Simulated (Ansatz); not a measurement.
**H2CClF: optical spectrum from first principles**

Aim: the dielectric function of H2CClF, and the optical constants that follow from it.

Calculated with Ansatz 0.2.0; DFT, PBEsol, plane-wave PAW, default files, scalar-relativistic, independent-particle optical response without local fields.

### Step 1. The structure

Symmetry: P2_1, No. 4, monoclinic system. The conventional cell has a = 5.021 Å, b = 4.148 Å, c = 6.768 Å, α = 90.00°, β = 108.21°, γ = 90.00°. Nearest to Cl lie 1 C at 1.79 Å. Nearest to F lie 1 C at 1.37 Å. Nearest to C lie 2 H at 1.08 to 1.10 Å and 1 F at 1.37 Å and 1 Cl at 1.79 Å. H has 1 C at 1.08 Å nearest. H has 1 C at 1.10 Å nearest. Farther neighbours and most contacts between anions are not listed.

### Step 2. Ground state and bands

First the ground state: is it a metal or has it a gap?

This step: DFT, PBEsol, plane-wave PAW, default files, scalar-relativistic, ground state (Ansatz 0.2.0).

input.yaml

```yaml
crystal:
  lattice:
    - [5.0206, 0.0, 0.0]
    - [0.0, 4.1477, 0.0]
    - [-2.1143188253, 0.0, 6.4288463713]
  atoms:
    - { symbol: Cl, position: [0.8301, 0.5061, 0.6339] }
    - { symbol: Cl, position: [0.1699, 0.0061, 0.3661] }
    - { symbol: F, position: [0.7372, 0.4575, 0.986] }
    - { symbol: F, position: [0.2628, 0.9575, 0.014] }
    - { symbol: C, position: [0.6494, 0.6398, 0.8084] }
    - { symbol: C, position: [0.3506, 0.1398, 0.1916] }
    - { symbol: H, position: [0.428, 0.606, 0.735] }
    - { symbol: H, position: [0.572, 0.106, 0.265] }
    - { symbol: H, position: [0.708, 0.8911, 0.85] }
    - { symbol: H, position: [0.292, 0.3911, 0.15] }
kpoints:
  mp_grid: { grid: [5, 6, 4] }
  band_path:
    path:
      - [[0.0, 0.0, 0.0], [0.0, 0.0, 0.5], [-0.4256618, 0.0, 0.67925841], [-0.5, 0.0, 0.5], [-0.5, 0.5, 0.5], [-0.5743382, 0.5, 0.32074159], [-0.5, 0.5, 0.0], [-0.5, 0.0, 0.0], [-0.5743382, 0.0, 0.32074159]]
      - [[-0.4256618, 0.5, 0.67925841], [0.0, 0.5, 0.5], [0.0, 0.5, 0.0]]
      - [[0.0, 0.0, 0.5], [0.0, 0.5, 0.5]]
    npoints: 4
scf:
  occupations: { method: fermi_dirac, width: 0.05 }
  n_extra_bands: 14
hamiltonian:
  xc: pbesol
  pseudopotentials: { kind: paw }
output:
  forces: true
  stress: true
  populations: true
  write_bands: true
```

Run with:

```
ansatz run input.yaml --threads 4 --pin off --max-ram 8192MiB --backend cpu --events-out ev --progress --plain --runs-dir out
```

Numbers of over 12 decimals in the logs are rounded to 6 here.

Output:

```text
scf.n_extra_bands = 14 over 20 filled bands (N_el = 40.0): the run solves 34 bands
Engine: ansatz 0.2.0, x86_64-unknown-linux-gnu
Pseudopotentials: kind: paw
Pseudopotential: Cl, paw, valence charge 7, recommended cutoff 420 eV (normal), Cl.paw.azcp
Pseudopotential: F, paw, valence charge 7, recommended cutoff 420 eV (normal), F.paw.azcp
Pseudopotential: C, paw, valence charge 4, recommended cutoff 420 eV (normal), C.paw.azcp
Pseudopotential: H, paw, valence charge 1, recommended cutoff 420 eV (normal), H.paw.azcp
Functional definition: PBEsol
  exchange = pbesol_x
  correlation = pbesol_c
Crystal: 10 atoms, lattice volume = 133.874 Å³
Basis set: ecut = 420 eV, 2603 PW (Γ), exchange–correlation on 72×60×96 points (8 copies of the dense FFT grid, shifted against one another)
Bands: 34, of which v1, the nominal top of the filled ones, is band 20 counted from 1 (19 counted from 0)
Symmetry: 2 space group operations
Space group: P21 (ITA 4), of the structure as read, at distance tolerance 5.1e-5 Å
k-points: 44 of 120 (time reversal used)
Non-local potential: Cl, projectors of the file, l = 0: 2, l = 1: 2, l = 2: 2
Non-local potential: F, projectors of the file, l = 0: 2, l = 1: 2, l = 2: 1
Non-local potential: C, projectors of the file, l = 0: 2, l = 1: 2, l = 2: 1
Non-local potential: H, projectors of the file, l = 0: 2, l = 1: 1
PAW form: soft (Blöchl's): semilocal exchange-correlation on the pseudo side does not see the compensation charge
PAW frozen core: Cl, regenerated for the run's functional, and the local potential with it (the file was generated under x = pbe(κ = 0.804, μ = 0.219515), c = pbe(β = 0.066725))
PAW frozen core: F, regenerated for the run's functional, and the local potential with it (the file was generated under x = pbe(κ = 0.804, μ = 0.219515), c = pbe(β = 0.066725))
PAW frozen core: C, regenerated for the run's functional, and the local potential with it (the file was generated under x = pbe(κ = 0.804, μ = 0.219515), c = pbe(β = 0.066725))
PAW one-centre angular grid: Cl, 110 points (default); XC on 64 Gauss nodes
PAW one-centre angular grid: F, 110 points (default); XC on 64 Gauss nodes
PAW one-centre angular grid: C, 110 points (default); XC on 64 Gauss nodes
PAW one-centre angular grid: H, 110 points (default); XC on 64 Gauss nodes
Initial density: superposition of atomic densities (neutral atoms: chi_scale 0, normalization atom), corrected by the library's trained network
Initial wavefunctions: pseudopotential atomic-orbital guess
Functional: x = pbesol(κ = 0.804, μ = 0.123457), c = pbesol(β = 0.046)
SCF iter   1: F=—  HF=-4278.966916 eV  |F-HF|=—  |Δ(HF+E_count)|=         —  Δρ=6.14e-3  dr2=2.86e-2  ethr=1.77e-3  ⟨swp⟩=6.1  Hψ=7309  notcnv=0  defer=57
preconditioner: auto → Resta (q_TF=auto, 2.231 Å⁻¹)  ε∞=2.6  [insulator: Δε(μ)=5.951 eV  Ē_g=15.002 eV  σ=0.050 eV  W_gap=1.00  n_scr=26 (ndim 8)  ℏωp=19.3 eV  f_vac=0.110  D(μ)=0.00/eV (n_scr^D=0)  ε∞_Penn≈2.6]
SCF iter   2: F=—  HF=-4278.962324 eV  |F-HF|=—  |Δ(HF+E_count)|=   4.59e-3  Δρ=2.09e-3  dr2=3.53e-3  ethr=7.15e-5  ⟨swp⟩=2.0  Hψ=2952  notcnv=0  defer=365
SCF iter   3: F=—  HF=-4278.962579 eV  |F-HF|=—  |Δ(HF+E_count)|=   2.55e-4  Δρ=9.69e-4  dr2=7.70e-4  ethr=8.81e-6  ⟨swp⟩=2.3  Hψ=1825  notcnv=0  defer=365
SCF iter   4: F=—  HF=-4278.962835 eV  |F-HF|=—  |Δ(HF+E_count)|=   2.56e-4  Δρ=1.30e-4  dr2=1.67e-5  ethr=1.92e-6  ⟨swp⟩=2.6  Hψ=1976  notcnv=0  defer=365
SCF iter   5: F=—  HF=-4278.962878 eV  |F-HF|=—  |Δ(HF+E_count)|=   4.27e-5  Δρ=4.05e-5  dr2=2.12e-6  ethr=4.18e-8  ⟨swp⟩=2.0  Hψ=1810  notcnv=0  defer=365
SCF iter   6: F=—  HF=-4278.962881 eV  |F-HF|=—  |Δ(HF+E_count)|=   3.40e-6  Δρ=1.59e-5  dr2=3.92e-7  ethr=5.29e-9  ⟨swp⟩=2.0  Hψ=1793  notcnv=0  defer=365
SCF iter   7: F=-4278.962882 eV  HF=-4278.962882 eV  |F-HF|=2.61e-8  |Δ(HF+E_count)|=   3.09e-7  Δρ=3.96e-6  dr2=2.29e-8  ethr=2.50e-10  ⟨swp⟩=10.8  Hψ=8250  notcnv=0
SCF 1 converged in 7 iterations: F = -4278.962882 eV  dr2 = 2.29e-8
  greatest PAW one-centre occupation: 0.931 electrons in one spin orbital (limit 2), on the F atom at site 3 (counted from 0), in its partial waves of l = 0
NSCF: frozen V_eff on 47 k-points
SCF converged after 7 iterations
Free energy (F): -4278.962882 eV
Harris-Foulkes:  -4278.962882 eV  (|F-HF|=2.61e-8)
Internal energy: -4278.962882 eV  (E = F + TS)
E sigma→0 (E₀):  -4278.962882 eV
Fermi energy:    2.358105 eV
--- Per-component energies (eV) ---
  E_band       = -304.085288
  E_kinetic    = 964.406814
  E_local      = -2768.135185  (includes V_loc(G=0)·N_el)
  E_nonlocal   = 266.451310
  E_hartree    = 989.575726
  E_xc         = -495.656126
  E_vxc        = -604.249845  (∫ρ·V_xc dr)
  E_paw        = -1863.108163  (= ΣΔE_a)
  E_vpaw       = -141.707437  (= ΣTr[D̂ρ^β])
  E_aug_tail   = -0.001290  (compensation charges beyond the density's cutoff)
  E_ewald      = -1372.779918
  E_core_change = 0.283951  (= ΣΔE_core)
  E_smearing   = -0.000000  (= −TS)
  E_closure    = 0.000000  (closes the sum)
  Σ components = -4278.962882   (vs F -4278.962882, Δ=0.00e0)
--- Forces (eV/Å), atoms counted from 1 ---
  atom   1  Cl    -0.16239168     0.09631387     0.03806826
  atom   2  Cl     0.16239168     0.09631387    -0.03806826
  atom   3  F     -0.07063169    -0.07462715     0.02397211
  atom   4  F      0.07063169    -0.07462715    -0.02397211
  atom   5  C      0.87134862     0.02044378     0.36960487
  atom   6  C     -0.87134862     0.02044378    -0.36960487
  atom   7  H     -0.66642511    -0.14719804    -0.40405845
  atom   8  H      0.66642511    -0.14719804     0.40405845
  atom   9  H      0.06444317     0.10495402    -0.09509476
  atom  10  H     -0.06444317     0.10495402     0.09509476
  max |Σ_I F_I| component: 2.27e-4 eV/Å
--- Stress (GPa, compression-positive) ---
        1.306753      -0.000000       1.052934
       -0.000000       0.685599      -0.000000
        1.052933      -0.000000       0.720479
  P = ⅓ Tr σ = 0.9043 GPa (9.043 kbar)
--- Band table (eV; the first three rows and the last of 44) ---
  k-point 0: bands = [... 16 lower, -1.4450, -1.3585, -1.3403, -0.8902, 5.6004, 5.9500, 6.3350, 7.5912, ... 10 higher]
  k-point 1: bands = [... 16 lower, -1.5057, -1.3294, -1.2759, -0.9026, 5.6269, 5.8552, 6.4518, 7.3358, ... 10 higher]
  k-point 2: bands = [... 16 lower, -1.5259, -1.3255, -1.2190, -0.9190, 5.7025, 5.7281, 6.6100, 7.0642, ... 10 higher]
  k-point 43: bands = [... 16 lower, -1.4560, -1.4560, -0.6854, -0.6854, 5.8479, 5.8479, 6.9878, 6.9878, ... 10 higher]
--- Löwdin populations: 10 sites ---
  site symbol       q [e]
     0     Cl      7.0541
     1     Cl      7.0541
     2      F      7.2534
     3      F      7.2534
     4      C      3.9347
     5      C      3.9347
     6      H      0.7736
     7      H      0.7736
     8      H      0.7766
     9      H      0.7766
  spilling = 0.010380 (of n_electrons = 40.000000)
```

The job ended after 13 s (4 threads of Intel Xeon at 2.50GHz (Skylake/Cascade Lake), shared host; peak memory 0.54 GiB; 48 s of CPU time).

The column dr2 measures how far the density is from self-consistency, as an energy; F and HF (Harris–Foulkes) agree once it is small.

This step gave:

| Quantity | Value |
| --- | --- |
| free energy | -4278.9629 eV |
| Fermi energy | 2.358 eV |
| gap by band count | 5.976 eV |
| electrons | 40 |
| symmetry operations | 2 |
| pressure | 0.9043 GPa |
| gap on the k-mesh | 5.976 eV |
| volume | 133.9 Å³ |
| gap on the path | 5.920 eV |
| least direct gap on the path | 5.957 eV |

There is a gap, 5.92 eV on the path, so no carriers' term is needed. The cell is left with a pressure of 0.9 GPa and forces up to 0.95 eV/Å, as it stands unrelaxed at this level.

Electronic bands along the path, in eV, zero at the Fermi level; v1 is the highest filled band, c1 the lowest empty one:

```tsv
point	v4	v3	v2	v1	c1	c2	c3	c4
Γ	-3.80	-3.72	-3.70	-3.25	3.24	3.59	3.98	5.23
halfway	-3.86	-3.69	-3.63	-3.26	3.27	3.50	4.09	4.98
Y	-3.88	-3.68	-3.58	-3.28	3.34	3.37	4.25	4.71
halfway	-3.86	-3.59	-3.38	-3.29	3.08	3.55	4.62	4.75
H	-3.79	-3.56	-3.21	-3.08	2.99	3.63	4.50	5.08
halfway	-3.82	-3.56	-3.17	-3.08	3.02	3.58	4.70	5.23
C	-3.83	-3.56	-3.15	-3.08	3.04	3.56	4.82	5.29
halfway	-3.92	-3.63	-3.07	-3.04	3.14	3.68	4.80	4.92
E	-3.78	-3.78	-3.00	-3.00	3.46	3.46	4.79	4.79
halfway	-3.79	-3.79	-3.01	-3.01	3.45	3.45	4.78	4.78
M1	-3.80	-3.80	-3.02	-3.02	3.44	3.44	4.75	4.75
halfway	-3.83	-3.83	-3.00	-3.00	3.46	3.46	4.60	4.60
A	-3.85	-3.85	-3.00	-3.00	3.48	3.48	4.51	4.51
halfway	-3.87	-3.65	-3.11	-3.01	3.07	3.63	4.45	4.62
X	-3.70	-3.57	-3.21	-3.03	2.93	3.66	4.00	4.95
halfway	-3.73	-3.57	-3.21	-3.04	2.95	3.67	4.13	4.98
H1	-3.79	-3.56	-3.21	-3.08	2.99	3.63	4.50	5.08
jump to M	-3.80	-3.80	-3.02	-3.02	3.44	3.44	4.75	4.75
halfway	-3.86	-3.86	-3.22	-3.22	3.47	3.47	4.90	4.90
D	-3.93	-3.93	-3.34	-3.34	3.52	3.52	4.97	4.97
halfway	-3.88	-3.88	-3.33	-3.33	3.46	3.46	4.94	4.94
Z	-3.82	-3.82	-3.32	-3.32	3.39	3.39	4.90	4.90
jump to Y	-3.88	-3.68	-3.58	-3.28	3.34	3.37	4.25	4.71
halfway	-3.93	-3.78	-3.49	-3.31	3.35	3.44	4.67	4.92
D	-3.93	-3.93	-3.34	-3.34	3.52	3.52	4.97	4.97
```

### Step 3. Spectrum

The spectrum is a sum over vertical transitions between filled and empty bands at the fixed density, so many empty bands are needed.

This step: DFT, PBEsol, plane-wave PAW, default files, scalar-relativistic, independent-particle optical response without local fields (Ansatz 0.2.0).

input.yaml, the sections that differ from step 2:

```yaml
kpoints:
  mp_grid: { grid: [5, 6, 4] }
scf:
  occupations: { method: fixed }
output:
  optics:
    e_range: [0, 14]
    de: 0.05
    sigma: 0.1
    nscf_kmesh: { grid: [6, 6, 4] }
    bands: { spectra_wanted_up_to: 14 }
# crystal, hamiltonian: as in step 2
```

Output:

```text
[...]
Crystal: 10 atoms, lattice volume = 133.874 Å³
Basis set: ecut = 420 eV, 2603 PW (Γ)
Bands: 30, of which v1, the nominal top of the filled ones, is band 20 counted from 1 (19 counted from 0)
[... 1 set-up line as in the run before ...]
[...]
k-points: 44 of 120 (time reversal used)
[...]
SCF iter   1: F=—  HF=-4278.966923 eV  |F-HF|=—  |Δ(HF+E_count)|=         —  Δρ=6.17e-3  dr2=2.87e-2  ethr=1.77e-3  ⟨swp⟩=5.0  Hψ=5188  notcnv=0  defer=352
[...]
SCF iter  10: F=-4278.963034 eV  HF=-4278.963034 eV  |F-HF|=8.19e-12  |Δ(HF+E_count)|=  9.09e-12  Δρ=4.29e-8  dr2=3.54e-12  ethr=1.00e-12  ⟨swp⟩=8.4  Hψ=6409  notcnv=0
SCF 1 converged in 10 iterations: F = -4278.963034 eV  dr2 = 3.54e-12
[...]
NSCF: frozen V_eff on 56 k-points
[...]
output.optics: what the bands over the 54 summed would add to eps1, eps2 and the energy-loss function is held between a lower and an upper bound (8 Lanczos steps). eps1, eps2 and their loss function (loss_summed_bands) are given on every row as the summed bands alone make them. Along an axis, on a row where the two bounds hold the loss function to about 1 % of the greater of itself and 0.5 % of |1/eps|, its cell (loss_completed) is given, with the completed eps1 and eps2 that it is formed of (a cell that is left empty reads nan in the table and null in the record). The two bounds hold it so along every axis on all 281 rows up to 14.000 eV. [rest of the remark cut]
SCF converged after 10 iterations
Free energy (F): -4278.963034 eV
[...]
Internal energy: -4278.963034 eV  (E = F + TS)
E sigma→0 (E₀):  -4278.963034 eV
Fermi energy:    -0.674881 eV
[...]
--- Band table (eV; the first three rows and the last of 44) ---
  k-point 0: bands = [... 16 lower, -1.4450, -1.3585, -1.3403, -0.8902, 5.6004, 5.9500, 6.3349, 7.5911, ... 6 higher]
  k-point 1: bands = [... 16 lower, -1.5057, -1.3294, -1.2759, -0.9026, 5.6269, 5.8552, 6.4517, 7.3358, ... 6 higher]
  k-point 2: bands = [... 16 lower, -1.5259, -1.3256, -1.2190, -0.9190, 5.7025, 5.7282, 6.6099, 7.0642, ... 6 higher]
  k-point 43: bands = [... 16 lower, -1.4560, -1.4560, -0.6854, -0.6854, 5.8479, 5.8479, 6.9878, 6.9878, ... 6 higher]
```

Wall time 81 s (4 threads); peak memory 1.5 GiB.

Read-outs, printed or worked out from the files:

| Quantity | Value |
| --- | --- |
| electronic dielectric constant ε∞, mean over x, y and z (by symmetry where fewer were run) | 2.568 |
| absorption onset, first axis (α over 10⁴ cm⁻¹, or the direct gap if that lies higher) | 6.010 eV |
| main peak of Im epsilon, first axis | 8.197 eV |
| least direct gap on the mesh | 5.957 eV |
| bands summed | 54 |
| spectra valid up to | 21.47 eV |
| program's estimate of the k-sum error in Im epsilon | 0.09 % |
| electrons in the f-sum | 22.57 |

The Im ε has structure finer than the step of the table below, so its rows give means over 0.25 eV, whole bins alone (the curve runs from 0 to 14 eV). Peaks (eV: height): E ∥ x 6.750: 2.30, 7.300: 1.58, 8.200: 5.68, 9.500: 3.21, 11.550: 5.50; E ∥ y 8.350: 1.96, 10.200: 2.44, 11.400: 5.39, 13.650: 3.42; E ∥ z 7.250: 2.28, 8.250: 7.02, 11.450: 3.48, 13.300: 3.83.

Im ε against photon energy; means over each step:

```tsv
photon energy (eV)	E ∥ x	E ∥ y	E ∥ z
5.50	0	0	0
5.75	2.5e-4	0.00115	4.6e-5
6.00	0.141	0.0789	0.0117
6.25	0.881	0.407	0.0920
6.50	0.906	0.822	0.359
6.75	1.96	0.919	1.14
7.00	0.948	0.624	1.50
7.25	1.39	0.849	2.07
7.50	0.831	0.910	0.743
7.75	1.50	0.787	1.50
8.00	3.54	1.09	4.10
8.25	5.40	1.70	6.75
8.50	4.71	1.63	5.67
8.75	2.62	1.25	3.88
9.00	1.82	1.13	1.71
9.25	2.43	1.20	1.48
9.50	3.07	1.69	1.96
9.75	2.41	2.00	2.01
10.00	1.95	2.28	1.90
10.25	1.71	2.29	1.49
10.50	1.33	1.66	1.27
10.75	2.72	1.55	2.01
11.00	4.05	2.23	2.83
11.25	4.35	4.25	3.11
11.50	5.20	4.02	3.42
11.75	3.22	2.35	2.42
12.00	1.60	2.50	1.90
12.25	1.93	2.33	2.25
12.50	2.00	2.05	2.17
12.75	1.72	1.87	2.09
13.00	1.75	2.16	2.62
13.25	1.94	2.58	3.71
13.50	1.86	3.04	3.67
13.75	1.58	3.27	2.94
```

Re ε against photon energy:

```tsv
photon energy (eV)	E ∥ x	E ∥ y	E ∥ z
0.0	2.63	2.40	2.67
0.5	2.63	2.40	2.68
1.0	2.65	2.41	2.69
1.5	2.67	2.42	2.71
2.0	2.70	2.44	2.74
2.5	2.74	2.47	2.78
3.0	2.79	2.51	2.83
3.5	2.86	2.55	2.90
4.0	2.96	2.62	2.99
4.5	3.08	2.70	3.10
5.0	3.25	2.81	3.26
5.5	3.53	2.97	3.49
6.0	4.26	3.37	3.88
6.5	4.45	3.44	4.73
7.0	3.61	3.02	4.79
7.5	3.97	2.89	4.01
8.0	6.10	3.64	6.81
8.5	0.999	2.65	0.544
9.0	2.01	2.99	0.149
9.5	2.09	3.50	1.91
10.0	1.71	3.05	1.61
10.5	2.74	2.52	2.38
11.0	2.76	3.98	2.71
11.5	0.926	0.150	1.45
12.0	-0.00923	1.58	1.47
12.5	0.349	1.29	1.52
13.0	0.768	2.04	2.43
13.5	0.463	1.84	0.603
14.0	0.594	0.487	0.356
```

Table of refractive index n and extinction k by photon energy:

```tsv
photon energy (eV)	n, E ∥ x	k, E ∥ x	n, E ∥ y	k, E ∥ y
0	1.62	0	1.55	0
1	1.63	0	1.55	0
2	1.64	0	1.56	0
3	1.67	0	1.58	0
4	1.72	0	1.62	0
5	1.80	0	1.68	0
6	2.06	0.0113	1.84	0.0173
7	1.91	0.188	1.75	0.169
8	2.55	0.643	1.93	0.271
9	1.52	0.551	1.76	0.315
10	1.46	0.653	1.85	0.617
11	1.97	1.05	2.06	0.525
12	0.878	0.883	1.51	0.845
13	1.15	0.751	1.59	0.691
14	1.07	0.747	1.27	1.06
```

The loss function −Im 1/ε at q → 0 has structure finer than the step of the table below, so its rows give means over 0.5 eV, whole bins alone (the curve runs from 0 to 14 eV). Peaks (eV: height): E ∥ x 6.85: 0.147, 8.85: 0.359, 9.80: 0.323, 12.00: 0.645, 12.80: 0.569, 13.75: 0.616; E ∥ y 6.80: 0.0940, 7.45: 0.109, 8.45: 0.169, 10.35: 0.223, 11.60: 0.362, 12.50: 0.349; E ∥ z 7.35: 0.124, 9.00: 0.712, 11.80: 0.455, 13.85: 0.363.

The loss function −Im 1/ε at q → 0 by energy loss; means over each step:

```tsv
energy loss (eV)	E ∥ x	E ∥ y	E ∥ z
5.5	0	3.7e-7	0
6.0	0.0140	0.00910	0.00135
6.5	0.0543	0.0633	0.0192
7.0	0.0857	0.0689	0.0647
7.5	0.0558	0.0813	0.0585
8.0	0.0770	0.0812	0.0666
8.5	0.217	0.149	0.179
9.0	0.266	0.112	0.424
9.5	0.238	0.113	0.267
10.0	0.298	0.160	0.296
10.5	0.168	0.182	0.188
11.0	0.163	0.113	0.183
11.5	0.188	0.252	0.263
12.0	0.505	0.307	0.350
12.5	0.493	0.335	0.303
13.0	0.500	0.255	0.225
13.5	0.524	0.247	0.270
```

Values under 1 per cm are given as 1. Absorption coefficient against photon energy:

```tsv
photon energy (eV)	E ∥ x (1/cm)	E ∥ y (1/cm)	E ∥ z (1/cm)
0.000	1	1	1
0.500	1	1	1
1.000	1	1	1
1.500	1	1	1
2.000	1	1	1
2.500	1	1	1
3.000	1	1	1
3.500	1	1	1
4.000	1	1	1
4.500	1	1	1
5.000	1	1	1
5.500	1	1	1
6.000	6871	10534	884
6.500	1.2e5	1.5e5	45380
7.000	1.3e5	1.2e5	2.4e5
7.500	1.4e5	2.0e5	99857
8.000	5.2e5	2.2e5	5.8e5
8.500	1.2e6	4.0e5	1.4e6
9.000	5.0e5	2.9e5	7.2e5
9.500	9.0e5	4.3e5	6.3e5
10.000	6.6e5	6.3e5	6.8e5
10.500	3.9e5	5.1e5	4.1e5
11.000	1.2e6	5.9e5	8.8e5
11.500	1.7e6	1.6e6	1.2e6
12.000	1.1e6	1.0e6	8.3e5
12.500	1.2e6	9.5e5	9.4e5
13.000	9.9e5	9.1e5	9.8e5
13.500	1.2e6	1.2e6	1.7e6
14.000	1.1e6	1.5e6	1.6e6
```

From ε follow the optical constants at some laser and lamp lines:

```tsv
wavelength (nm)	n x	k x	R (%) x	1/α x	n y	k y	R (%) y	1/α y
1550	1.63	0.000	5.7	over 1 mm	1.55	0.000	4.7	over 1 mm
1064	1.63	0.000	5.7	over 1 mm	1.55	0.000	4.7	over 1 mm
633	1.64	0.000	5.9	over 1 mm	1.56	0.000	4.8	over 1 mm
532	1.65	0.000	6.0	over 1 mm	1.57	0.000	4.9	over 1 mm
405	1.67	0.000	6.3	over 1 mm	1.59	0.000	5.1	over 1 mm
365	1.69	0.000	6.5	over 1 mm	1.60	0.000	5.3	over 1 mm
193	2.06	0.175	12.2	88 nm	1.90	0.197	10.0	78 nm
```

Rows near the edge hang on the gap, which this functional as a rule makes too small, and phonon-assisted absorption is left out.

A film 1 µm thick would pass 89 % of daylight and look colourless in transmission (x = 0.313, y = 0.330).

The f-sum over the summed bands holds 22.6 of the cell's 40 electrons outside the frozen cores, 12 of which lie in bands more than 12 eV below the Fermi level, whose transitions come at higher energies. Up to 14 eV the strength has a mean oscillator energy of 10.0 eV, and these transitions give 74 % of ε∞ − 1 along x; the rest comes from higher ones.

### Step 4. Results

| Quantity | Value |
| --- | --- |
| gap on the path | 5.92 eV |
| least direct gap on the path | 5.96 eV |
| electronic dielectric constant ε∞, mean over x, y and z (by symmetry where fewer were run) (independent particles) | 2.57 |
| absorption onset, first axis (α over 10⁴ cm⁻¹, or the direct gap if that lies higher) | 6.01 eV |
| main peak of Im epsilon, first axis | 8.20 eV |

At this level (PBEsol, independent particles) H2CClF has a mean ε∞ = 2.57 and n = 1.63 at 1550 nm (E ∥ x); absorption sets in near 6.0 eV, and Im ε peaks at 8.2 eV (E ∥ x). The gap on the path, 5.92 eV, is indirect by a hair: the least direct gap lies 37 meV higher. The absorption coefficient passes 10⁴ cm⁻¹ at 6.01 eV, in the ultraviolet, so the visible is passed. Distinct maxima of Im ε, read by a parabola through the highest points, lie at 6.77 eV (2.3), 8.20 eV (5.7), 9.52 eV (3.2) and 11.57 eV (5.5) for E ∥ x. The static values by axis are 2.63 (x), 2.40 (y), 2.67 (z). The f-sum over the summed bands holds 22.6 of the cell's 40 electrons outside the frozen cores, 12 of which lie in bands more than 12 eV below the Fermi level, whose transitions come at higher energies. Up to 14 eV the strength has a mean oscillator energy of 10.0 eV, and these transitions give 74 % of ε∞ − 1 along x; the rest comes from higher ones. A film 1 µm thick would pass 89 % of daylight and look colourless in transmission (x = 0.313, y = 0.330). Excitons and phonon-assisted transitions are missing, and so are local fields; PBEsol gaps are as a rule too small, which pulls the onset down and ε∞ up. In the base run ε includes the program's bounded estimate of what the bands above those summed add.

[Logs are printed without paths, hosts, clocks, repeated set-up lines and the standing remarks that a program may print on its own settings, such as how far it seeks lower states.]

[Hosts, paths, dates, database ids (printed as entryN), source tags and the programs' standing remarks are cut or masked in the printed files.]
